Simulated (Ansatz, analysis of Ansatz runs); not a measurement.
# MgH2 (Pbcn), V_H hop (2.6 Å): does the barrier depend on the cell? (q = +1)

How far must a hopping H in MgH2 (Pbcn) stand from its periodic copies before the barrier settles? The case: V_H hop (2.6 Å), charge +1; the series starts with a cell of 48 host atoms with 1 H taken out.

Main program and level: Ansatz 0.2.0; plane-wave PAW DFT, PBEsol; nudged elastic band between two relaxed defect structures at fixed charge in a uniform background.

## 1. The structure

The cell holds 47 atoms: 16 Mg and 31 H. Cell: a = 8.549 Å, b = 8.549 Å, c = 8.549 Å, α = 116.9°, β = 101.8°, γ = 110.1°. It derives from MgH2 (space group Pbcn). Nearest the centre at fractional (0.321, 0.625, 0.697): H38 at 1.18 Å, Mg6 at 1.73 Å, H24 at 2.12 Å, H25 at 2.16 Å, Mg13 at 2.40 Å, Mg10 at 2.54 Å, H45 at 2.55 Å, H33 at 2.60 Å. The cell carries charge +1.

The cell's shortest repeat is 8.5 Å.

## 2. The band in the smallest cell

In each cell both ends are relaxed first and a climbing-image band joins them. Strain fields of neighbouring copies, and their charges if any, can act otherwise on the top of the path than on its ends, so the barrier may drift with size.

Input file qp1_c48k8s.neb/input.yaml:

```yaml
crystal:
  lattice:
    - [-4.47603052, 5.39366934, 4.89464593]
    - [4.47603052, -5.39366934, 4.89464593]
    - [4.47603052, 5.39366934, -4.89464593]
  atoms:
    - { symbol: Mg, position: [0.28954636, 0.12779037, 0.66389527] }
    - { symbol: Mg, position: [0.28806509, 0.62851631, 0.17723377] }
    - { symbol: Mg, position: [0.77605611, 0.11736424, 0.16115686] }
    - { symbol: Mg, position: [0.79345138, 0.63051928, 0.6627641] }
    - { symbol: Mg, position: [0.46062445, 0.12643278, 0.33798961] }
    - { symbol: Mg, position: [0.47111145, 0.62824841, 0.86907769] }
    - { symbol: Mg, position: [0.96575644, 0.12844, 0.82869403] }
    - { symbol: Mg, position: [0.95954219, 0.6230741, 0.33706889] }
    - { symbol: Mg, position: [0.17859012, 0.33456263, 0.29319412] }
    - { symbol: Mg, position: [0.21204036, 0.87725671, 0.83724355] }
    - { symbol: Mg, position: [0.71328351, 0.38529664, 0.83535862] }
    - { symbol: Mg, position: [0.71451774, 0.87721024, 0.34370591] }
    - { symbol: Mg, position: [0.04485094, 0.38278977, 0.66402563] }
    - { symbol: Mg, position: [0.03740314, 0.86856549, 0.16351037] }
    - { symbol: Mg, position: [0.54017824, 0.37661726, 0.16551429] }
    - { symbol: Mg, position: [0.55627757, 0.91826986, 0.6821555] }
    - { symbol: H, position: [0.16252707, 0.07885892, 0.81406722] }
    - { symbol: H, position: [0.16185504, 0.57122584, 0.32647131] }
    - { symbol: H, position: [0.65320541, 0.06941964, 0.31156887] }
    - { symbol: H, position: [0.64979643, 0.57268454, 0.79985477] }
    - { symbol: H, position: [0.10367084, 0.41071747, 0.91931233] }
    - { symbol: H, position: [0.09183263, 0.90276716, 0.41806418] }
    - { symbol: H, position: [0.58466526, 0.40827146, 0.42110957] }
    - { symbol: H, position: [0.58354975, 0.88738711, 0.89943834] }
    - { symbol: H, position: [0.27262538, 0.35288945, 0.68128724] }
    - { symbol: H, position: [0.26439987, 0.84574821, 0.19076813] }
    - { symbol: H, position: [0.761402, 0.34377055, 0.18893886] }
    - { symbol: H, position: [0.75867936, 0.84982695, 0.68426197] }
    - { symbol: H, position: [0.48905007, 0.17108032, 0.58431291] }
    - { symbol: H, position: [0.48634091, 0.67342226, 0.10154616] }
    - { symbol: H, position: [0.96332204, 0.15483224, 0.06131014] }
    - { symbol: H, position: [0.99068796, 0.67449541, 0.58400949] }
    - { symbol: H, position: [0.01008733, 0.31498354, 0.40870176] }
    - { symbol: H, position: [0.01390012, 0.82660104, 0.91834092] }
    - { symbol: H, position: [0.51522898, 0.33598921, 0.91948485] }
    - { symbol: H, position: [0.51466515, 0.824017, 0.42522809] }
    - { symbol: H, position: [0.23311904, 0.14906687, 0.30996112] }
    - { symbol: H, position: [0.24763046, 0.65624575, 0.8008524] }
    - { symbol: H, position: [0.75419345, 0.17759646, 0.82385796] }
    - { symbol: H, position: [0.73837061, 0.65514619, 0.31812645] }
    - { symbol: H, position: [0.41292542, 0.09613584, 0.08339365] }
    - { symbol: H, position: [0.91573029, 0.10282656, 0.58191789] }
    - { symbol: H, position: [0.91041963, 0.59311853, 0.08429805] }
    - { symbol: H, position: [0.34072049, 0.42251972, 0.19273783] }
    - { symbol: H, position: [0.34202502, 0.92534358, 0.68705322] }
    - { symbol: H, position: [0.84489541, 0.42928632, 0.68658737] }
    - { symbol: H, position: [0.82962615, 0.91034368, 0.1753219] }
total_charge: 1
basis:
  ecutwfc: 420
  xc_grid: 2
hamiltonian:
  xc: pbesol
kpoints:
  mp_grid: { grid: [2, 2, 2], shift: [0.5, 0.5, 0.5] }
scf:
  occupations: { method: fixed }
  max_iter: 100
output:
  forces: true
neb:
  images: 3
  f_tol: 0.04
  climbing: true
  initial_path: idpp
  max_iterations: 45
  order_check: false
  final_atoms:
    - { symbol: Mg, position: [0.29431736, 0.13400302, 0.66040109] }
    - { symbol: Mg, position: [0.28250848, 0.62094634, 0.16451184] }
[... 3 atom lines left out ...]
    - { symbol: Mg, position: [0.49114965, 0.62316063, 0.84435384] }
[... 2 atom lines left out ...]
    - { symbol: Mg, position: [0.21032953, 0.37416138, 0.33609527] }
    - { symbol: Mg, position: [0.20872864, 0.91660516, 0.84555718] }
[... 2 atom lines left out ...]
    - { symbol: Mg, position: [0.01443722, 0.3328014, 0.63967271] }
[... 2 atom lines left out ...]
    - { symbol: Mg, position: [0.53186822, 0.86872085, 0.66391115] }
[... 1 atom line left out ...]
    - { symbol: H, position: [0.15939986, 0.57644283, 0.31719143] }
[... 1 atom line left out ...]
    - { symbol: H, position: [0.67771636, 0.57704317, 0.81361577] }
[... 3 atom lines left out ...]
    - { symbol: H, position: [0.57902769, 0.89834142, 0.92105288] }
    - { symbol: H, position: [0.26260043, 0.36406837, 0.69843631] }
[... 7 atom lines left out ...]
    - { symbol: H, position: [0.0122029, 0.32556408, 0.41822802] }
[... 4 atom lines left out ...]
    - { symbol: H, position: [0.39528464, 0.59511108, 0.59257536] }
[... 6 atom lines left out ...]
    - { symbol: H, position: [0.34432483, 0.93657164, 0.69717094] }
[... 1 atom line left out ...]
    - { symbol: H, position: [0.8337199, 0.9151116, 0.18054973] }
```

The run is started by

```
$ ansatz run input.yaml --threads 32 --pin off --max-ram 84787MiB --backend cuda --events-out ev --progress --plain --runs-dir out --max-vram 78GiB
```

Numbers of over 12 decimals in the logs are rounded to 6 here.

Log:

```text
[... repeated set-up lines and file paths are left out, and long positions are rounded to six places ...]
Warning: neb: disabling space-group detection — the band's intermediate images generally break the endpoint symmetry, so no spatial operation reduces the k-mesh or symmetrises the density, except that a semilocal band can use its path's symmetry ahead of [...]
Engine: ansatz 0.2.0, aarch64-unknown-linux-gnu
Pseudopotentials: kind: paw
Pseudopotential: Mg, paw, valence charge 10, recommended cutoff 420 eV (normal), Mg.paw.azcp
Pseudopotential: H, paw, valence charge 1, recommended cutoff 420 eV (normal), H.paw.azcp
Functional definition: PBEsol
  exchange = pbesol_x
  correlation = pbesol_c
parallel-image band execution: 3 concurrent image workers
NEB image 0
[...]
Crystal: 47 atoms, lattice volume = 472.671 Å³
Basis set: ecut = 420 eV, 9249 PW (Γ), exchange–correlation on 120×120×120 points (8 copies of the dense FFT grid, shifted against one another)
Bands: 142, of which v1, the nominal top of the filled ones, is band 95 counted from 1 (94 counted from 0)
Symmetry: 1 space group operations
k-points: 4 of 8 (time reversal used)
Non-local potential: Mg, projectors of the file, l = 0: 3, l = 1: 2, l = 2: 1
Non-local potential: H, projectors of the file, l = 0: 2, l = 1: 1
PAW form: soft (Blöchl's): semilocal exchange-correlation on the pseudo side does not see the compensation charge
PAW frozen core: Mg, regenerated for the run's functional, and the local potential with it (the file was generated under x = pbe(κ = 0.804, μ = 0.219515), c = pbe(β = 0.066725))
PAW one-centre angular grid: Mg, 110 points (default); XC on 64 Gauss nodes
PAW one-centre angular grid: H, 110 points (default); XC on 64 Gauss nodes
Initial density: superposition of atomic densities (neutral atoms scaled as one to the charged cell's electrons: chi_scale 0, normalization atom), corrected by the library's trained network
Initial wavefunctions: pseudopotential atomic-orbital guess
[...]
Functional: x = pbesol(κ = 0.804, μ = 0.123457), c = pbesol(β = 0.046)
SCF iter   1: F=—  HF=-31090.564544 eV  |F-HF|=—  |Δ(HF+E_count)|=         —  Δρ=1.33e-2  dr2=6.66e-1  ethr=1.77e-3  ⟨swp⟩=5.2  Hψ=1707  notcnv=0  defer=180
preconditioner: auto → Resta (q_TF=auto, 2.344 Å⁻¹)  ε∞=2.7  [insulator: Δε(μ)=3.025 eV  Ē_g=10.339 eV  n_scr=104 (ndim 8)  ℏωp=13.4 eV  f_vac=0.001  ε∞_Penn≈2.7]
SCF iter   2: F=—  HF=-31090.316108 eV  |F-HF|=—  |Δ(HF+E_count)|=   2.48e-1  Δρ=5.83e-3  dr2=1.58e-1  ethr=3.51e-4  ⟨swp⟩=2.5  Hψ=769  notcnv=0  defer=177
[...]
SCF iter   7: F=-31090.247161 eV  HF=-31090.247161 eV  |F-HF|=7.68e-9  |Δ(HF+E_count)|=   3.72e-7  Δρ=1.50e-6  dr2=1.22e-8  ethr=5.26e-11  ⟨swp⟩=5.0  Hψ=1754  notcnv=0
SCF 1 converged in 7 iterations: F = -31090.247161 eV  dr2 = 1.22e-8
[...]
SCF 3 converged in 7 iterations: F = -31089.983127 eV  dr2 = 1.13e-8
[...]
SCF 4 converged in 7 iterations: F = -31089.707734 eV  dr2 = 8.59e-9
[...]
SCF 5 converged in 7 iterations: F = -31089.981874 eV  dr2 = 1.16e-8
[...]
SCF 6 converged in 7 iterations: F = -31089.962454 eV  dr2 = 5.14e-9
[...]
SCF 7 converged in 7 iterations: F = -31089.721405 eV  dr2 = 6.60e-9
[...]
SCF 8 converged in 7 iterations: F = -31089.968920 eV  dr2 = 5.81e-9
[...]
SCF 20 converged in 5 iterations: F = -31090.101786 eV  dr2 = 1.64e-9
[...]
SCF 21 converged in 4 iterations: F = -31090.102290 eV  dr2 = 7.88e-9
[...]
SCF 22 converged in 5 iterations: F = -31089.883032 eV  dr2 = 1.60e-9
[...]
SCF 23 converged in 4 iterations: F = -31090.102353 eV  dr2 = 6.52e-9
[...]
SCF converged after 5 iterations
[...]
this run last wrote the band of iteration 7 to <dir>
--- NEB band (5 images, 7 band iterations, 132 SCF iterations) ---
  forward barrier  = 0.364130 eV
  backward barrier = 0.364213 eV
  climbing image's point = of an order that was not read
  energies are F+E_penalty+E_count in eV, relative to image 0
  image     s (Å)  Δ vs image 0  max|band force component| (eV/Å)
      0    0.0000      0.000000                                 —
      1    0.7098      0.144871                          6.048e-3
  *   2    1.4195      0.364130                          1.050e-2
      3    2.1293      0.144808                          5.940e-3
      4    2.8391     -0.000084                                 —
  climbing-image geometry (image 2):
  cell:  # Å, volume = 472.6706 Å³
    - [-4.47603052, 5.39366934, 4.89464593]
    - [4.47603052, -5.39366934, 4.89464593]
    - [4.47603052, 5.39366934, -4.89464593]
  atoms:
    - { symbol: Mg, position: [0.292608, 0.130026, 0.661380] }
    - { symbol: Mg, position: [0.285083, 0.627074, 0.176514] }
    - { symbol: Mg, position: [0.781366, 0.121193, 0.163716] }
    - { symbol: Mg, position: [0.799474, 0.624207, 0.659192] }
    - { symbol: Mg, position: [0.460775, 0.125629, 0.336358] }
    - { symbol: Mg, position: [0.481784, 0.625609, 0.857388] }
    - { symbol: Mg, position: [0.962351, 0.125654, 0.837917] }
    - { symbol: Mg, position: [0.954885, 0.625637, 0.330458] }
[...]
- { symbol: Mg, position: [0.037273, 0.355605, 0.651517] }
    - { symbol: Mg, position: [0.038880, 0.876402, 0.163546] }
    - { symbol: Mg, position: [0.537214, 0.374874, 0.163701] }
    - { symbol: Mg, position: [0.545994, 0.895710, 0.682851] }
    - { symbol: H, position: [0.162501, 0.084085, 0.813932] }
    - { symbol: H, position: [0.158329, 0.579000, 0.327086] }
    - { symbol: H, position: [0.656646, 0.073610, 0.315321] }
    - { symbol: H, position: [0.657976, 0.568231, 0.795747] }
    - { symbol: H, position: [0.097594, 0.410209, 0.916799] }
    - { symbol: H, position: [0.091438, 0.906166, 0.416881] }
    - { symbol: H, position: [0.591832, 0.404782, 0.417836] }
    - { symbol: H, position: [0.595732, 0.899251, 0.917041] }
[...]
- { symbol: H, position: [0.341912, 0.428736, 0.202268] }
    - { symbol: H, position: [0.354083, 0.947165, 0.697185] }
    - { symbol: H, position: [0.854919, 0.428551, 0.689313] }
    - { symbol: H, position: [0.827650, 0.907091, 0.175280] }
```

Wall time 5.9 s (1 × NVIDIA GB200 with 32 threads of Arm Neoverse V2, shared host); peak memory 1.4 GiB.

Images along the path:

```csv
image,path (Å),energy (eV),"H38: x, y, z (Å)"
0,0.000,0.0000,"5.414, 2.116, 0.504"
1,0.710,0.1449,"4.951, 1.905, 0.830"
2,1.420,0.3641,"4.481, 1.825, 1.225"
3,2.129,0.1448,"4.012, 1.907, 1.618"
4,2.839,-0.0001,"3.547, 2.118, 1.947"
```

## 3. The series

The other cells are run alike, on 1 × NVIDIA GB200 with 32 threads of Arm Neoverse V2, shared host.

```csv
host atoms,shortest repeat (Å),k-points,forward (eV),backward (eV),hop length (Å),iterations,time of the band,peak memory (GiB)
48,8.6,a 2×2×2 shifted mesh,0.364,0.364,2.36,7,6 s,1.4
96,8.9,"one point at (¼, ¼, ¼)",0.347,0.348,2.33,6,6 s,1.8
192,13.3,"one point at (¼, ¼, ¼)",0.340,0.340,2.34,6,11 s,2.8
```

Energies along each band (eV from the start):

```csv
host atoms,k-points,energies
48,a 2×2×2 shifted mesh,"0.000, 0.145, 0.364, 0.145, 0.000"
96,"one point at (¼, ¼, ¼)","0.000, 0.140, 0.347, 0.140, -0.001"
192,"one point at (¼, ¼, ¼)","0.000, 0.135, 0.340, 0.137, 0.000"
```

## 4. Summary of results

| Property | Result |
| --- | --- |
| barrier, 48 atoms, a 2×2×2 shifted mesh | 0.364 eV |
| barrier, 96 atoms, one point at (¼, ¼, ¼) | 0.347 eV |
| barrier, 192 atoms, one point at (¼, ¼, ¼) | 0.340 eV |

What this shows: The largest cell gives a barrier of 0.34 eV and the first set-up 0.36 eV; over the series the values spread by 0.02 eV. The last two differ by 0.008 eV, and the values run one way, so the series seems to settle. From 48 atoms on it stays within 0.05 eV of the last value, at 55 % of the last band's time. One k-point samples cells of unlike shape differently, so the spread mixes size with sampling. No image-charge correction is applied. The order of the top as a saddle was not checked for all atoms, so a bent path could be lower. What this leaves open: one k-point off the zone centre stands for the whole zone.

[Logs are printed without paths, hosts, clocks, repeated set-up lines and the standing remarks that a program may print on its own settings, such as how far it seeks lower states.]

[Hosts, paths, dates, database ids (printed as entryN), source tags and the programs' standing remarks are cut or masked in the printed files.]
